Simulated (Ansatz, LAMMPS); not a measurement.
# Amorphous HfO2 at 7.65 g/cm^3 (78 atoms): relaxation and levels of theory

Which bonds does the relaxation leave, and how do the Kohn-Sham gap, forces and pressure change with k-mesh and functional?

Calculated with Ansatz 0.2.0: Kohn-Sham DFT, PBE, PAW (set soft_2), plane waves; cutoff 420 eV, Γ point, fermi-dirac smearing of 0.025 eV.

**The cell**

Density at the start: 7.65 g/cm³. The cell holds 78 atoms: 26 Hf and 52 O. Cell: a = 10.591 Å, b = 10.591 Å, c = 10.591 Å, α = 90.0°, β = 90.0°, γ = 90.0°. 78 atoms (26 Zr, 52 O) placed at random at 4.48 g/cm³, melted at 5000 K for 10 ps at fixed volume with the Morse and Coulomb pair potential with partial charges (Pedone, Malavasi, Menziani, Cormack and Segre, J. Phys. Chem. B 110, 11780 (2006)). Quenched from 5000 K to 300 K at 50 K/ps and fixed volume, held 5 ps, then minimised at fixed cell. Then Zr was replaced by Hf (the potential has no terms for the new elements, so the cell is a start for a DFT relaxation).

The atoms were relaxed with PBE. The walk converged after 25 steps, with a largest force component of 0.0370 eV/Å; it began at an r.m.s. force component of 0.55 eV/Å. The energy fell by 35.0 meV an atom.

The input of the reference single point:

```yaml
crystal:
  lattice:
    - [10.5908, 0.0, 0.0]
    - [0.0, 10.5908, 0.0]
    - [0.0, 0.0, 10.5908]
  atoms:
    - { symbol: Hf, position: [0.46262, 0.60868, 0.27821] }
    - { symbol: Hf, position: [0.13447, 0.72242, 0.20636] }
    - { symbol: Hf, position: [0.74396, 0.59749, 0.76944] }
    - { symbol: Hf, position: [0.68781, 0.38368, 0.06861] }
    [... 72 atom lines left out ...]
    - { symbol: O, position: [0.16192, 0.37981, 0.29527] }
    - { symbol: O, position: [0.06968, 0.23103, 0.74928] }
kpoints:
  mp_grid: { grid: [1, 1, 1] }
hamiltonian:
  xc: pbe
scf:
  occupations: { method: fermi_dirac, width: 0.025 }
output:
  forces: true
  stress: true
  populations: true
  dos:
    method: { smearing: { sigma: 0.08 } }
    de: 0.05
    projected: { site_lists: { Hf: [Hf], O: [O] } }
  eigenvalues: true
  write_density: true
  write_potential: true
  volumetric_format: npy
```

**Bonds after relaxation**

Bonds by pair of elements; cutoffs follow the first minimum of g(r), held within bounds set by covalent radii, and pairs that aren't listed don't count as bonded:

```
pair A-B  cutoff (Å)  bonds  mean length (Å)  spread (Å)  shortest (Å)  B about A  A about B
    O-Hf        2.88    150             2.14       0.139          1.91       2.88       5.77
```

How many atoms have how many bonded neighbours:

```
element  mean  2   3  4  5   6  7
     Hf  5.77  0   0  0  8  16  2
      O  2.88  9  40  3  0   0  0
```

**Levels of theory**

Single points at the relaxed geometry:

```
functional  k-mesh  Kohn-Sham gap (eV)  pressure (GPa)  r.m.s. force component (eV/Å)  SCF cycles     time
       PBE   1×1×1               3.735           -5.38                          0.013          11     36 s
       PBE   2×2×2               3.701           -5.37                          0.016          11  5.2 min
     HSE06   1×1×1               5.223           -9.36                          0.112          24  9.2 min
    r2SCAN   1×1×1               4.173           -9.53                          0.076          11     58 s
    PBEsol   1×1×1               3.648          -10.20                          0.081          11     29 s
```

The gap is that between the highest filled and lowest empty Kohn-Sham level on the run's k-points. Cutoffs: 420 eV for PBE, HSE06 and PBEsol; 500 eV for r2SCAN. Times come from shared hosts and are rough.

**Findings**

By these cutoffs 62 % of Hf atoms have 6 and 77 % of O atoms have 3 neighbours. The Kohn-Sham gap is 3.73 eV with PBE on the 1×1×1 mesh and 3.70 eV on 2×2×2. On the 1×1×1 mesh HSE06 changes the gap by +1.49 eV against PBE. Carrying that shift over to the 2×2×2 mesh gives 3.70 + 1.49 = 5.19 eV, an estimate that takes the shift to be alike at all k-points. On the reference's mesh the gap changes with r2SCAN by +0.44 eV and PBEsol by -0.09 eV. Against the reference the pressure changes with HSE06 by -4.0 GPa, r2SCAN by -4.2 GPa and PBEsol by -4.8 GPa; a negative change means a smaller volume than PBE would take. The denser mesh moves the energy by -1.2 meV/atom and the pressure by +0.01 GPa.

Limits: All single points share the geometry relaxed with PBE. The density was set when the cell was made, as one point of a scan, and needn't be that of the real material. One sample; tail or defect levels can set the gap of a disordered cell. The quench rate of 50 K/ps is many orders above laboratory rates, so the cell is likely richer in defects and strain than a real sample. The network of bonds at the start is that of the classical potential that made the cell, and needn't be the one that DFT or experiment would give. Spin–orbit coupling is left out, which matters for the levels of the heavy elements. In some runs the program notes that it cut back its work space to fit the memory limit, the exchange threshold is loose for the stress and the SCF threshold is loose for the stress.

[Logs are printed without paths, hosts, clocks, repeated set-up lines and the standing remarks that a program may print on its own settings, such as how far it seeks lower states.]

[Hosts, paths, dates, database ids (printed as entryN), source tags and the programs' standing remarks are cut or masked in the printed files.]
